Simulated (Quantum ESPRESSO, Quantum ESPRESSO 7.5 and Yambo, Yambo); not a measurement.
**Quasiparticle gap of AlN (F-43m) in Yambo**

Wanted: ground state, empty states, screening and self-energy for AlN (F-43m).

Method: PBE and many-body steps on it, plane waves, in Quantum ESPRESSO 7.5 and Yambo 5.3.0.

Most raw output is cut from this account.

### 1. The structure

The structure is cubic, space group F-43m (No. 216). The conventional cell has a = 4.368 Å, b = 4.368 Å, c = 4.368 Å, α = 90.00°, β = 90.00°, γ = 90.00°. Al has 4 N at 1.89 Å nearest. Nearest to N lie 4 Al at 1.89 Å. Farther neighbours and most contacts between anions are not listed.

The cell and positions are those that the Materials Project relaxed with its own functionals (PBE, PBE+U or r2SCAN), kept fixed. This is not the form that AlN usually takes at ambient conditions.

### 2. Ground state

This step: Quantum ESPRESSO 7.5; DFT, PBE, plane waves, norm-conserving pseudopotentials.

The ground-state density comes first.

The input, pw.in:

```
&control
  calculation = 'scf'
  prefix = 'x'
  outdir = 'o'
  pseudo_dir = 'pseudo'
/
&system
  ibrav = 0
  nat = 2
  ntyp = 2
  ecutwfc = 72.0
  nbnd = 9
  force_symmorphic = .true.
/
&electrons
  conv_thr = 1e-10
  electron_maxstep = 80
  mixing_beta = 0.5
/
ATOMIC_SPECIES
  Al 26.982 Al.upf
  N 14.007 N.upf
CELL_PARAMETERS angstrom
  -0.0000000000 2.1839935596 2.1839935596
  2.1839935596 -0.0000000000 2.1839935596
  2.1839935596 2.1839935596 -0.0000000000
ATOMIC_POSITIONS crystal
  Al 0.0000000000 0.0000000000 0.0000000000
  N 0.7500000000 0.7500000000 0.7500000000
K_POINTS automatic
  8 8 8 0 0 0
```

Run with:

```console
OMP_NUM_THREADS=1 mpirun -n 8 pw.x -nk 8 -in pw.in > pw.out
```

The job ended after 2.5 s (8 MPI ranks of AMD EPYC 7R43, shared host; peak memory 0.43 GiB; 18 s of CPU time).

Numbers from this step:

```
total energy               : -348.1006 eV
gap                        : 3.325 eV
k of the valence top       : 0, 0, 0
k of the conduction bottom : 0, -0.5, -0.5
least direct gap           : 4.192 eV
```

The gap is indirect, with the least direct gap 0.87 eV higher.

### 3. Bands along the symmetry lines

Levels along a band path, at the cheap level, show where the edges lie and whether the meshes to come will hold them.

The input, pw.in:

```
&control
  calculation = 'bands'
  prefix = 'x'
  outdir = 'o'
  pseudo_dir = 'pseudo'
/
&system
  ibrav = 0
  nat = 2
  ntyp = 2
  ecutwfc = 72.0
  nbnd = 10
  force_symmorphic = .true.
/
&electrons
  conv_thr = 1e-9
  electron_maxstep = 80
  diago_full_acc = .true.
  diago_thr_init = 5e-6
/
ATOMIC_SPECIES
  Al 26.982 Al.upf
  N 14.007 N.upf
CELL_PARAMETERS angstrom
  -0.0000000000 2.1839935596 2.1839935596
  2.1839935596 -0.0000000000 2.1839935596
  2.1839935596 2.1839935596 -0.0000000000
ATOMIC_POSITIONS crystal
  Al 0.0000000000 0.0000000000 0.0000000000
  N 0.7500000000 0.7500000000 0.7500000000
K_POINTS crystal
  50
  0.00000000 0.00000000 0.00000000 1
  -0.06250000 -0.06250000 0.00000000 1
  -0.12500000 -0.12500000 0.00000000 1
  -0.18750000 -0.18750000 0.00000000 1
  -0.25000000 -0.25000000 0.00000000 1
  -0.31250000 -0.31250000 0.00000000 1
  -0.37500000 -0.37500000 0.00000000 1
  -0.43750000 -0.43750000 0.00000000 1
  -0.50000000 -0.50000000 0.00000000 1
  -0.48437500 -0.48437500 0.03125000 1
  -0.46875000 -0.46875000 0.06250000 1
  -0.45312500 -0.45312500 0.09375000 1
  -0.43750000 -0.43750000 0.12500000 1
  -0.42187500 -0.42187500 0.15625000 1
  -0.40625000 -0.40625000 0.18750000 1
  -0.39062500 -0.39062500 0.21875000 1
  -0.37500000 -0.37500000 0.25000000 1
  -0.37500000 0.00000000 0.37500000 1
  -0.32812500 0.00000000 0.32812500 1
  -0.28125000 0.00000000 0.28125000 1
  -0.23437500 0.00000000 0.23437500 1
  -0.18750000 0.00000000 0.18750000 1
  -0.14062500 0.00000000 0.14062500 1
  -0.09375000 0.00000000 0.09375000 1
  -0.04687500 0.00000000 0.04687500 1
  0.00000000 0.00000000 0.00000000 1
  0.00000000 0.00000000 0.06250000 1
  0.00000000 0.00000000 0.12500000 1
  0.00000000 0.00000000 0.18750000 1
  0.00000000 0.00000000 0.25000000 1
  0.00000000 0.00000000 0.31250000 1
  0.00000000 0.00000000 0.37500000 1
  0.00000000 0.00000000 0.43750000 1
  0.00000000 0.00000000 0.50000000 1
  -0.06250000 -0.03125000 0.46875000 1
  -0.12500000 -0.06250000 0.43750000 1
  -0.18750000 -0.09375000 0.40625000 1
  -0.25000000 -0.12500000 0.37500000 1
  -0.31250000 -0.15625000 0.34375000 1
  -0.37500000 -0.18750000 0.31250000 1
  -0.43750000 -0.21875000 0.28125000 1
  -0.50000000 -0.25000000 0.25000000 1
  -0.50000000 -0.28125000 0.21875000 1
  -0.50000000 -0.31250000 0.18750000 1
  -0.50000000 -0.34375000 0.15625000 1
  -0.50000000 -0.37500000 0.12500000 1
  -0.50000000 -0.40625000 0.09375000 1
  -0.50000000 -0.43750000 0.06250000 1
  -0.50000000 -0.46875000 0.03125000 1
  -0.50000000 -0.50000000 0.00000000 1
```

Run time: 2 s. Hardware: 8 MPI ranks; peak memory 0.38 GiB; 14 s of CPU time.

This step gave:

* gap: 3.325 eV
* k of the valence top: 0, 0, 0
* k of the conduction bottom: -0.5, -0.5, 0
* least direct gap: 4.192 eV

The gap is 3.325 eV, as in the run before at this level.

The electronic bands at the labelled points (eV, zero at the top of the highest filled band; v1 is the highest filled band, c1 the lowest empty one):

```csv
point,v4,v3,v2,v1,c1,c2,c3,c4
Γ,-14.97,0.00,0.00,0.00,4.19,12.59,12.59,12.59
halfway,-13.84,-2.88,-0.98,-0.98,5.96,10.29,11.51,14.02
X,-12.28,-4.90,-1.78,-1.78,3.32,8.65,13.92,15.70
halfway,-12.27,-4.73,-2.47,-1.67,3.96,9.19,13.67,15.23
U,-12.30,-4.25,-3.63,-1.37,5.17,10.12,13.05,14.17
jump to K,-12.30,-4.25,-3.63,-1.37,5.17,10.12,13.05,14.17
halfway,-13.74,-3.54,-1.50,-0.20,7.34,10.30,11.41,12.58
Γ,-14.97,0.00,0.00,0.00,4.19,12.59,12.59,12.59
halfway,-14.12,-3.26,-0.26,-0.26,6.45,10.98,12.35,12.35
L,-12.92,-5.86,-0.48,-0.48,7.39,9.85,11.17,11.17
halfway,-12.60,-5.14,-2.22,-1.12,7.11,9.26,12.17,12.69
W,-12.23,-3.77,-3.44,-2.70,6.05,11.45,11.98,12.16
halfway,-12.25,-4.56,-2.40,-2.29,4.57,9.69,13.40,13.89
X,-12.28,-4.90,-1.78,-1.78,3.32,8.65,13.92,15.70
```

### 4. Empty states on the mesh, 6×6×6 mesh, 90 bands

The sums over transitions need many empty states on a uniform mesh; this step solves for them.

The input, pw.in:

```
&control
  calculation = 'nscf'
  prefix = 'x'
  outdir = 'o'
  pseudo_dir = 'pseudo'
/
&system
  ibrav = 0
  nat = 2
  ntyp = 2
  ecutwfc = 72.0
  nbnd = 90
  force_symmorphic = .true.
/
&electrons
  conv_thr = 1e-9
  electron_maxstep = 80
  diago_full_acc = .true.
  diago_thr_init = 5e-6
/
ATOMIC_SPECIES
  Al 26.982 Al.upf
  N 14.007 N.upf
CELL_PARAMETERS angstrom
  -0.0000000000 2.1839935596 2.1839935596
  2.1839935596 -0.0000000000 2.1839935596
  2.1839935596 2.1839935596 -0.0000000000
ATOMIC_POSITIONS crystal
  Al 0.0000000000 0.0000000000 0.0000000000
  N 0.7500000000 0.7500000000 0.7500000000
K_POINTS automatic
  6 6 6 0 0 0
```

Run with:

```console
OMP_NUM_THREADS=1 mpirun -n 8 pw.x -nk 4 -in pw.in > pw.out
```

The job ended after 3 s (8 MPI ranks; peak memory 0.43 GiB).

Numbers from this step:

```
gap                                                           : 3.325 eV
k of the valence top                                          : 0, 0, 0
k of the conduction bottom                                    : 0, -0.5, -0.5
least direct gap                                              : 4.192 eV
k points computed                                             : 16
lowest point of the top converged band, above the valence top : 130.3757 eV
```

On this mesh the gap is 3.325 eV.

### 5. Conversion and set-up

This step: Yambo 5.3.0; conversion and set-up on PBE, plane waves, norm-conserving pseudopotentials.

The states are converted to the many-body program's format and the q mesh is built.

Run with:

```console
(cd o/x.save; p2y > p2y.log; mv SAVE ../..); yambo > setup.log
```

It took 2.9 s on 1 MPI rank; peak memory 0.23 GiB.

### 6. Screening and self-energy, 6×6×6 mesh, 90 bands, screening to 210.9 eV

G0W0 replaces the xc potential by the self-energy, built once from these orbitals. Only a window of levels is corrected, while the sums run over the empty bands that the input names.

This step: G0W0 on PBE, plane waves, norm-conserving pseudopotentials.

The input, gw1.in:

```
HF_and_locXC
gw0
dyson
ppa
em1d
rim_cut
RandQpts= 1000000
RandGvec= 1 RL
EXXRLvcs= 72 Ry
VXCRLvcs= 288 Ry
Chimod= "HARTREE"
% BndsRnXp
 1 | 90 |
%
NGsBlkXp= 15.5 Ry
% LongDrXp
 1 | 1 | 1 |
%
% GbndRnge
 1 | 90 |
%
DysSolver= "n"
ExtendOut
PPAPntXp= 27.21138 eV
% QPkrange
 1 | 16 | 2 | 9 |
%
```

Run with:

```console
OMP_NUM_THREADS=1 mpirun -n 8 yambo -F gw1.in -J gw1 -C gw1 > gw1.log
```

Run time: 8.9 min. Hardware: 8 MPI ranks; peak memory 2.6 GiB; 70 min of CPU time.

Numbers from this step:

| Quantity | Value |
| --- | --- |
| G0W0 gap on the mesh | 4.512 eV |
| starting gap on the mesh | 3.325 eV |
| k of the valence top | 0, 0, 0 |
| k of the conduction bottom | 0, -0.5, -0.5 |
| least direct G0W0 gap on the computed points | 5.582 eV |
| Z at the valence top | 0.7903 |
| Z at the conduction bottom | 0.8391 |

The gap on the mesh goes from 3.32 eV to 4.51 eV, a correction of +1.19 eV.

Limits: finite bands, cutoff and mesh. v1 is the top filled band, c1 the lowest empty one. The levels before and after the correction (eV, zero at the valence-band top of each column):

```csv
,conduction bottom,valence top
Kohn-Sham,3.32,0.00
G0W0,4.51,0.00
```

```csv
,level,energy (eV)
Kohn-Sham,Γ v3-v1,0.000
Kohn-Sham,Γ c1,4.192
Kohn-Sham,Γ c2-c4,12.589
Kohn-Sham,(0 -0.5 -0.5) v3,-4.898
Kohn-Sham,(0 -0.5 -0.5) v2-v1,-1.775
Kohn-Sham,(0 -0.5 -0.5) c1,3.325
Kohn-Sham,(0 -0.5 -0.5) c2,8.652
Kohn-Sham,(0 -0.5 -0.5) c3,13.920
Kohn-Sham,(0 -0.5 -0.5) c4,15.697
G0W0,Γ v3-v1,0.000
G0W0,Γ c1,5.582
G0W0,Γ c2-c4,14.049
G0W0,(0 -0.5 -0.5) v3,-5.341
G0W0,(0 -0.5 -0.5) v2-v1,-2.075
G0W0,(0 -0.5 -0.5) c1,4.512
G0W0,(0 -0.5 -0.5) c2,10.087
G0W0,(0 -0.5 -0.5) c3,16.070
G0W0,(0 -0.5 -0.5) c4,17.389
```

### 7. Where the time went

Times are wall times on the hardware named with each run, good to a factor of about two.

```csv
step,time,share,memory (GiB)
ground state,2.5 s,0 %,0.43
bands along the symmetry lines,2 s,0 %,0.38
empty states on the mesh,3 s,1 %,0.43
conversion and set-up,2.9 s,1 %,0.23
screening and self-energy,8.9 min,98 %,2.6
```

### 8. What came out

| Quantity | Value |
| --- | --- |
| PBE gap | 3.32 eV, indirect |
| G0W0 gap on the mesh | 4.51 eV |
| GW settings | 6×6×6 mesh, 90 bands, screening to 210.9 eV, Godby-Needs plasmon pole |
| known limits | not at the basis limit |

In words: G0W0 moves the gap on the mesh from 3.32 eV to 4.51 eV (+1.19 eV), with Z of 0.79 and 0.84 at the edges. The dearest step here is «screening and self-energy». Bands and cutoff are finite, so the gap is not at the basis limit. The miss can reach some tenths of an eV and take either sign; the mesh is an error of its own.

[Paths, hosts, dates, memory and timing lines, banners, echoed tables and standing remarks are left out of the program output.]

[Logs are printed without paths, hosts, clocks, repeated set-up lines and the standing remarks that a program may print on its own settings, such as how far it seeks lower states.]

[Runs of the session that timed out or met a known fault of the program may be left out.]

[Hosts, paths, dates, database ids (printed as entryN), source tags and the programs' standing remarks are cut or masked in the printed files.]
